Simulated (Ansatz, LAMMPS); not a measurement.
# Site preference of Zr in place of Ti in glassy 22BaO-78TiO2 (mol %) (89 atoms), part 2 of 2

Aim: make Zr in place of Ti at several sites of glassy 22BaO-78TiO2 (mol %) (89 atoms), relax each, and compare their energies.

Ansatz 0.2.0; Kohn-Sham DFT, PBE, PAW (set soft_1), plane waves.

The cell: 7 Ba, 25 Ti and 57 O. The quench rate of 100 K/ps is many orders above laboratory rates. The network of bonds at the start is that of the classical potential that made the cell. The Brillouin zone is sampled at Γ only, in a cell whose shortest periodic width is 11 Å. The levels lack spin–orbit coupling.

So far. Step 2 (Single point at the start): The r.m.s. force at the start is 1.0 eV/Å. Step 3 (Relaxation): The relaxation converged after 19 steps, 8.00 eV below its start, with a largest force component of 0.030 eV/Å.

**5. Zr on a site of Ti, site Ti28**

The site has 4 bonded neighbours (O4) at 1.84 Å on average, by cutoffs that count no bonds between two metal atoms or like ions. The change is made in the relaxed cell and the atoms are relaxed again, with spin allowed.

input.yaml

```yaml
crystal:
  lattice:
    - [10.81076, 0.0, 0.0]
    - [0.0, 10.81076, 0.0]
    - [0.0, 0.0, 10.81076]
  atoms:
    [... atom lines 1 to 24 left out ...]
    - { symbol: Ti, position: [0.86692, 0.38885, 0.24113] }
    - { symbol: Ti, position: [0.48665, 0.75753, 0.64909] }
    - { symbol: Ti, position: [0.95473, 0.39079, 0.76199] }
    - { symbol: Zr, position: [0.01077, 0.11859, 0.3359], spin: 0.6 }
    - { symbol: Ti, position: [0.46259, 0.16515, 0.60468] }
    - { symbol: Ti, position: [0.00856, 0.34241, 0.49942] }
    - { symbol: Ti, position: [0.30381, 0.30248, 0.35619] }
    [... atom lines 32 to 89 left out ...]
magnetization:
  spin_polarized: true
kpoints:
  mp_grid: { grid: [1, 1, 1] }
hamiltonian:
  xc: pbe
  pseudopotentials: { kind: paw, azcp: { folder: soft_1 } }
scf:
  occupations: { method: fermi_dirac, width: 0.025 }
  lower_state_search: "off"
output:
  forces: true
  eigenvalues: true
relax:
  f_tol: 0.05
  max_steps: 90
```

The run is started by

```console
$ ansatz run input.yaml --threads 4 --pin off --max-ram 8192MiB --backend cpu --events-out ev --progress --plain --runs-dir out
```

Numbers of over 12 decimals in the logs are rounded to 6 here.

The log of the run:

```text
[...]
Crystal: 89 atoms, lattice volume = 1263.481 Å³
Basis set: ecut = 420 eV, 24837 PW (Γ), exchange–correlation on 150×150×150 points (8 copies of the dense FFT grid, shifted against one another)
Bands: 447, of which v1, the nominal top of the filled ones, is band 356 counted from 1 (355 counted from 0)
Symmetry: 1 space group operations
[...]
k-points: 1
[...]
Starting moments: Σ|m| = 3 μB on 5 of 89 sites
[...]
SCF iter   1: F=—  HF=-138305.502614 eV  |F-HF|=—  |Δ(HF+E_count)|=         —  Δρ=2.99e-2 (↑2.51e-2 ↓2.99e-2)  dr2=5.55e1  dr2_m=1.11e0  M=0.000 μB ∫|m|=0.574 μB  β_m=0.30  ethr=3.10e-3  ⟨swp⟩=6.0  Hψ=3356  notcnv=0  defer=1
[...]
spin=Collinear: Resta preconditioning applied to the charge; magnetization (m = ρ↑ − ρ↓) channel mixes plain (no charge-response kernel on spin).
SCF iter   2: F=—  HF=-138299.974156 eV  |F-HF|=—  |Δ(HF+E_count)|=    5.53e0  Δρ=2.06e-2 (↑1.83e-2 ↓2.06e-2)  dr2=2.71e1  dr2_m=5.89e-1  M=0.000 μB ∫|m|=0.468 μB  β_m=0.30  ethr=3.10e-3  ⟨swp⟩=2.0  Hψ=1048  notcnv=0  defer=164
[...]
SCF iter   8: F=—  HF=-138294.552041 eV  |F-HF|=—  |Δ(HF+E_count)|=   1.83e-2  Δρ=1.34e-3 (↑1.29e-3 ↓1.34e-3)  dr2=4.84e-3  dr2_m=1.90e-2  M=0.000 μB ∫|m|=0.119 μB  β_m=0.30  ethr=2.58e-6  ⟨swp⟩=2.0  Hψ=1572  notcnv=0  defer=168
[...]
spin-set hold released at iteration 8 (site moments contracting): the magnetisation degrees of freedom join the quasi-Newton model from the next iteration; the mixer history was flushed
SCF iter   9: F=—  HF=-138294.557213 eV  |F-HF|=—  |Δ(HF+E_count)|=   5.17e-3  Δρ=1.03e-3 (↑9.83e-4 ↓1.03e-3)  dr2=2.96e-3  dr2_m=1.11e-2  M=0.000 μB ∫|m|=0.095 μB  β_m=0.65  ethr=6.79e-7  ⟨swp⟩=2.0  Hψ=1116  notcnv=0  defer=168
[...]
SCF iter  13: F=-138294.566561 eV  HF=-138294.566549 eV  |F-HF|=1.18e-5  |Δ(HF+E_count)|=   4.10e-5  Δρ=1.37e-5 (↑1.22e-5 ↓1.37e-5)  dr2=1.86e-5  dr2_m=1.25e-7  M=0.000 μB ∫|m|=0.000 μB  ethr=8.78e-9  ⟨swp⟩=11.5  Hψ=4029  notcnv=0
WARN: the starting moments were not kept: the SCF closed with an absolute magnetisation of 3.9e-4 μB, where they sum to 3 μB in size (5 sites). That is at most 0.1 of that sum. Measured as dr2_m measures the in/out step, that magnetisation stands 1.0e-8 eV from none, [...]
SCF 1 converged in 13 iterations: F = -138294.566561 eV  dr2 = 1.86e-5
[...]
relax step   1: F+E_penalty+E_count = -138294.56656115 eV  Δ(F+E_penalty+E_count) = +0.000e0 eV  max|allowed force component| = 3.814e0 eV/Å  Δτ_max = 0.0000 Å  (13 SCF iters, dr2 threshold 6.25e-5 eV, accepted)
[... from here on, the SCF cycles and remarks between the steps are left out ...]
relax step   2: F+E_penalty+E_count = -138295.67525118 eV  Δ(F+E_penalty+E_count) = -1.109e0 eV  max|allowed force component| = 7.084e-1 eV/Å  Δτ_max = 0.1477 Å  (8 SCF iters, dr2 threshold 1.00e-4 eV, accepted)
relax step   3: F+E_penalty+E_count = -138295.51049717 eV  Δ(F+E_penalty+E_count) = +1.648e-1 eV  max|allowed force component| = 1.157e0 eV/Å  Δτ_max = 0.2000 Å  (9 SCF iters, dr2 threshold 3.14e-5 eV, rejected (line search))
relax step   4: F+E_penalty+E_count = -138295.80258890 eV  Δ(F+E_penalty+E_count) = -1.273e-1 eV  max|allowed force component| = 3.220e-1 eV/Å  Δτ_max = 0.1000 Å  (13 SCF iters, accepted)
relax step   5: F+E_penalty+E_count = -138295.75647540 eV  Δ(F+E_penalty+E_count) = +4.611e-2 eV  max|allowed force component| = 9.638e-1 eV/Å  Δτ_max = 0.1000 Å  (9 SCF iters, dr2 threshold 6.48e-6 eV, rejected (line search))
relax step   6: F+E_penalty+E_count = -138295.84150318 eV  Δ(F+E_penalty+E_count) = -3.891e-2 eV  max|allowed force component| = 1.827e-1 eV/Å  Δτ_max = 0.0500 Å  (12 SCF iters, accepted)
relax step   7: F+E_penalty+E_count = -138295.85706558 eV  Δ(F+E_penalty+E_count) = -1.556e-2 eV  max|allowed force component| = 1.385e-1 eV/Å  Δτ_max = 0.0457 Å  (9 SCF iters, dr2 threshold 6.89e-6 eV, accepted)
relax step   8: F+E_penalty+E_count = -138295.86336505 eV  Δ(F+E_penalty+E_count) = -6.299e-3 eV  max|allowed force component| = 6.789e-2 eV/Å  Δτ_max = 0.0167 Å  (6 SCF iters, dr2 threshold 6.17e-6 eV, accepted)
relax step   9: F+E_penalty+E_count = -138295.84981963 eV  Δ(F+E_penalty+E_count) = +1.355e-2 eV  max|allowed force component| = 1.758e-1 eV/Å  Δτ_max = 0.0855 Å  (12 SCF iters, rejected (line search))
relax step  10: F+E_penalty+E_count = -138295.87092699 eV  Δ(F+E_penalty+E_count) = -7.562e-3 eV  max|allowed force component| = 6.196e-2 eV/Å  Δτ_max = 0.0383 Å  (11 SCF iters, accepted)
relax step  11: F+E_penalty+E_count = -138295.86767388 eV  Δ(F+E_penalty+E_count) = +3.253e-3 eV  max|allowed force component| = 1.196e-1 eV/Å  Δτ_max = 0.0563 Å  (11 SCF iters, rejected (line search))
relax step  12: F+E_penalty+E_count = -138295.87504693 eV  Δ(F+E_penalty+E_count) = -4.120e-3 eV  max|allowed force component| = 2.862e-2 eV/Å  Δτ_max = 0.0272 Å  (10 SCF iters, accepted)
SCF converged after 10 iterations
Magnetization: 0.0000 μB (356.0000 up, 356.0000 down)
Absolute magnetization: 0.0000 μB (∫|ρ↑−ρ↓|, with the PAW one-centre terms)
[...]
Per-site moments (μB) at R_I (Å): [(-1.2372959547897426e-10, 1.123558), (4.0654439705576407e-10, 1.057807), (1.5322494607323454e-9, 1.099656), (-8.228601592160124e-10, 1.098281), (4.264346804395492e-10, [...]
Free energy (F): -138295.875047 eV
[...]
Internal energy: -138295.875047 eV  (E = F + TS)
E sigma→0 (E₀):  -138295.875047 eV
Fermi energy:    7.880001 eV
[...]
--- Forces (eV/Å), atoms counted from 1 ---
  atom   1  Ba     0.00446958    -0.00311782    -0.00212543
  atom   2  Ba     0.00164475     0.00375603     0.00773472
  atom   3  Ba    -0.00183623    -0.00287261     0.01128467
  atom   4  Ba    -0.00179784     0.00380333    -0.00171771
  atom   5  Ba     0.00408211     0.00419661    -0.00132425
  atom   6  Ba    -0.00014851     0.00354621     0.00092585
  atom   7  Ba     0.00177997    -0.01171255     0.00371644
  atom   8  Ti     0.01464020     0.00539270    -0.00944173
  atom   9  Ti     0.01189582    -0.00256310     0.00893809
  atom  10  Ti    -0.00042822    -0.00135984    -0.00747827
  atom  11  Ti    -0.01048858    -0.00260741     0.00828507
  atom  12  Ti    -0.00910117    -0.00931159    -0.00267814
  atom  13  Ti    -0.00640096    -0.01160493    -0.00568218
  atom  14  Ti    -0.01453123    -0.00088589    -0.00603943
[...]
atom  88  O     -0.00149796     0.01021710     0.01156707
  atom  89  O      0.00208200    -0.00811490    -0.00317385
  max |Σ_I F_I| component: 7.84e-5 eV/Å
--- Band table (eV) ---
[...]
--- Relaxed structure (12 steps of the walk, 8 accepted, 0 SCFs on fresh bases) ---
  F+E_penalty+E_count = -138295.87504693 eV   max|allowed force component| = 2.862e-2 eV/Å
  atoms:
    - { symbol: Ba, position: [0.113461, 0.703504, 0.449189] }
    - { symbol: Ba, position: [0.136696, 0.535120, 0.091810] }
    - { symbol: Ba, position: [0.941805, 0.160707, 0.00202975] }
    - { symbol: Ba, position: [0.553693, 0.401510, 0.846787] }
[...]
- { symbol: O, position: [0.770139, 0.031509, 0.657039] }
```

Run time: 5.7 min. Hardware: 4 threads of Intel Xeon Platinum 8488C (Sapphire Rapids), shared host; peak memory 3.3 GiB.

The program notes that starting moments were not kept.

The relaxation converged after 12 steps, 1.31 eV below its start, with a largest force component of 0.029 eV/Å.

The surroundings of the Zr atom, after relaxation, nearest first, numbered as they follow in the input and with coordinates relative to it.

```csv
atom,x,y,z,distance (Å)
Zr28,0.00,0.00,0.00,0.00
O46,1.31,1.35,0.63,1.98
O60,-1.20,1.07,-1.16,1.98
O36,0.60,-0.89,-1.70,2.01
O34,-0.39,-1.40,1.41,2.03
O71,-1.21,1.26,1.61,2.38
Ti30,0.06,2.50,1.65,2.99
Ti16,0.56,-1.71,3.01,3.51
O41,2.46,-2.46,-0.48,3.51
Ti25,-1.50,2.96,-1.16,3.51
```

The largest move is 0.23 Å, by O34.

**6. Zr on a site of Ti, site Ti21**

The site has 6 bonded neighbours (O6) at 2.03 Å on average. 

Input and log are left out; they have the form of those shown for this kind of step.

It took 6.3 min on 4 threads of Intel Xeon Platinum 8488C (Sapphire Rapids), shared host; peak memory 3.3 GiB.

The relaxation converged after 16 steps, 1.14 eV below its start, with a largest force component of 0.046 eV/Å.

**7. Zr on a site of Ti, site Ti20**

The site has 5 bonded neighbours (O5) at 1.92 Å on average. 

Input and log are left out; they have the form of those shown for this kind of step.

Run time: 3 min. Hardware: 4 threads of Intel Xeon Platinum 8488C (Sapphire Rapids), shared host; peak memory 3.2 GiB; 12 min of CPU time.

The relaxation converged after 8 steps, 1.16 eV below its start, with a largest force component of 0.030 eV/Å.

The surroundings of the Zr atom, after relaxation, nearest first, numbered as they follow in the input and with coordinates relative to it.

```csv
atom,x,y,z,distance (Å),bonds
Zr20,0.00,0.00,0.00,0.00,5
O66,-0.90,0.89,-1.52,1.97,3
O35,1.89,-0.37,-0.49,1.99,3
O67,-1.02,-1.67,-0.34,1.99,2
O82,-1.10,1.50,1.01,2.12,4
O51,0.40,-0.62,1.99,2.12,4
Ti27,-2.43,1.91,-0.20,3.10,5
O38,1.24,3.15,-0.87,3.50,2
O63,-3.51,0.40,-0.19,3.54,3
Ti16,-1.41,-2.78,-1.77,3.59,4
Ba3,-2.59,-0.66,2.50,3.66,8
Ba6,2.20,-2.70,1.13,3.66,7
Ti8,1.49,-0.26,3.40,3.72,4
Ti29,3.15,-0.64,-1.88,3.72,6
Ti30,-1.86,1.36,-3.05,3.82,5
```

The column of bonds counts only the pairs O-Ti within 2.64 Å, O-Ba within 3.29 Å, O-Zr within 2.82 Å; other neighbours, such as metal atoms beside each other in a compound, aren't counted, and periodic images can show an atom twice.

The largest move is 0.23 Å, by O35.

**8. Zr on a site of Ti, site Ti18**

The site has 4 bonded neighbours (O4) at 1.84 Å on average. 

Input and log are left out; they have the form of those shown for this kind of step.

It took 4 min on 4 threads of Intel Xeon Platinum 8488C (Sapphire Rapids), shared host; peak memory 3.2 GiB.

The relaxation converged after 11 steps, 1.30 eV below its start, with a largest force component of 0.049 eV/Å.

The surroundings of the Zr atom, after relaxation, nearest first, numbered as they follow in the input and with coordinates relative to it.

| atom | x | y | z | distance (Å) |
| --- | --- | --- | --- | --- |
| Zr18 | 0.00 | 0.00 | 0.00 | 0.00 |
| O81 | -0.22 | 1.78 | 0.79 | 1.96 |
| O43 | 1.48 | -0.80 | 1.04 | 1.98 |
| O61 | 0.79 | 0.52 | -1.75 | 1.99 |
| O57 | -1.51 | -1.31 | -0.33 | 2.03 |
| O42 | -3.07 | 0.77 | 0.28 | 3.18 |
| O84 | -0.08 | -2.78 | 1.82 | 3.32 |
| O53 | -2.03 | -0.76 | 2.60 | 3.38 |
| Ti23 | -3.06 | -1.10 | 0.95 | 3.39 |
| Ti11 | 0.77 | -0.33 | -3.39 | 3.50 |
| Ba7 | 0.62 | 0.05 | 3.54 | 3.59 |
| Ti32 | 1.94 | -2.60 | 1.67 | 3.65 |

The largest move is 0.43 Å, by O57.

**9. Zr on a site of Ti, site Ti12**

The site has 6 bonded neighbours (O6) at 1.99 Å on average. 

Input and log are left out; they have the form of those shown for this kind of step.

Wall time 3.5 min (4 threads of Intel Xeon Platinum 8488C (Sapphire Rapids), shared host); peak memory 3.2 GiB; 14 min of CPU time.

The relaxation converged after 10 steps, 1.08 eV below its start, with a largest force component of 0.044 eV/Å.

The surroundings of the Zr atom, after relaxation, nearest first, numbered as they follow in the input and with coordinates relative to it.

```csv
atom,x,y,z,distance (Å),bonds
Zr12,0.00,0.00,0.00,0.00,6
O54,1.13,0.01,-1.68,2.02,3
O55,0.16,-1.97,0.64,2.08,4
O77,-0.69,1.96,0.00,2.08,3
O49,1.04,0.24,1.81,2.10,4
O79,-1.47,-0.61,-1.43,2.14,3
O69,-1.71,-0.12,1.32,2.16,4
Ti15,1.56,-1.55,2.22,3.13,6
Ti21,-2.37,1.73,1.15,3.15,6
Ti29,-1.47,-2.11,1.82,3.15,6
```

The column of bonds counts only the pairs O-Ti within 2.64 Å, O-Ba within 3.29 Å, O-Zr within 2.82 Å; other neighbours, such as metal atoms beside each other in a compound, aren't counted, and periodic images can show an atom twice.

The largest move is 0.23 Å, by O49.

**10. Zr on a site of Ti, site Ti9**

The site has 4 bonded neighbours (O4) at 1.83 Å on average. 

Input and log are left out; they have the form of those shown for this kind of step.

It took 4.1 min on 4 threads of Intel Xeon Platinum 8488C (Sapphire Rapids), shared host; peak memory 3.2 GiB; 16 min of CPU time.

The relaxation converged after 12 steps, 1.38 eV below its start, with a largest force component of 0.040 eV/Å.

Local excerpt of 10 atoms (numbers count through the whole input) about the Zr atom, after relaxation; x, y, z are measured from there.

```csv
atom,x,y,z,distance (Å),bonds
Zr9,0.00,0.00,0.00,0.00,5
O83,0.41,1.78,-0.71,1.96,3
O39,-1.86,0.28,0.64,1.98,3
O38,-0.28,-1.29,-1.49,1.99,2
O50,0.98,-0.60,1.66,2.02,4
O65,2.17,-0.23,-1.16,2.47,5
Ti26,1.98,1.45,-1.80,3.04,6
Ti21,0.84,-1.30,-2.96,3.33,6
O86,0.79,0.65,-3.33,3.48,4
O45,-0.46,2.02,2.82,3.50,3
```

The column of bonds counts only the pairs O-Ti within 2.64 Å, O-Ba within 3.29 Å, O-Zr within 2.82 Å; other neighbours, such as metal atoms beside each other in a compound, aren't counted, and periodic images can show an atom twice.

The largest move is 0.32 Å, by O65.

**11. The sites compared**

All these cells hold the same atoms, so their energies can be compared with no chemical potential.

| site | neighbours | mean distance (Å) | atoms within 6 Å | energy over the best site (eV) | before relaxation (eV) | gain on relaxing (eV) |
| --- | --- | --- | --- | --- | --- | --- |
| Ti21 | O6 | 2.03 | 56 | 0.00 | 0.03 | 1.14 |
| Ti12 | O6 | 1.99 | 60 | 0.04 | 0.00 | 1.08 |
| Ti28 | O4 | 1.84 | 59 | 0.29 | 0.48 | 1.31 |
| Ti20 | O5 | 1.92 | 57 | 0.30 | 0.34 | 1.16 |
| Ti18 | O4 | 1.84 | 62 | 0.43 | 0.61 | 1.30 |
| Ti9 | O4 | 1.83 | 61 | 0.49 | 0.75 | 1.38 |

Neighbours are those of the relaxed host within 2.64 Å (O-Ti); other pairs aren't counted.

**12. Findings**

The cheapest site is Ti21 (6 neighbours, O6); the dearest, Ti9 (4 neighbours, O4), costs 0.49 eV more. By coordination the energies over the best site are 0.29 to 0.49 eV with 4 neighbours, 0.30 eV with 5 neighbours and 0.00 to 0.04 eV with 6 neighbours. Relaxation changes the order: the best site before relaxing was Ti12.

**Limits.** Defects are neutral and interact with their images. The reference ran with fixed occupations, but 6 of the 6 defect cells with fermi-dirac smearing of 0.025 eV, spin polarised. In a disordered cell the relaxation can also rearrange atoms far from the site. In the spin-polarised runs the search for a state of lower energy was switched off. Only 6 of the 25 Ti sites were tried, so a cheaper one may exist.

The DFT runs together took 30 min of wall time.

[Logs are printed without paths, hosts, clocks, repeated set-up lines and the standing remarks that a program may print on its own settings, such as how far it seeks lower states.]

[Hosts, paths, dates, database ids (printed as entryN), source tags and the programs' standing remarks are cut or masked in the printed files.]
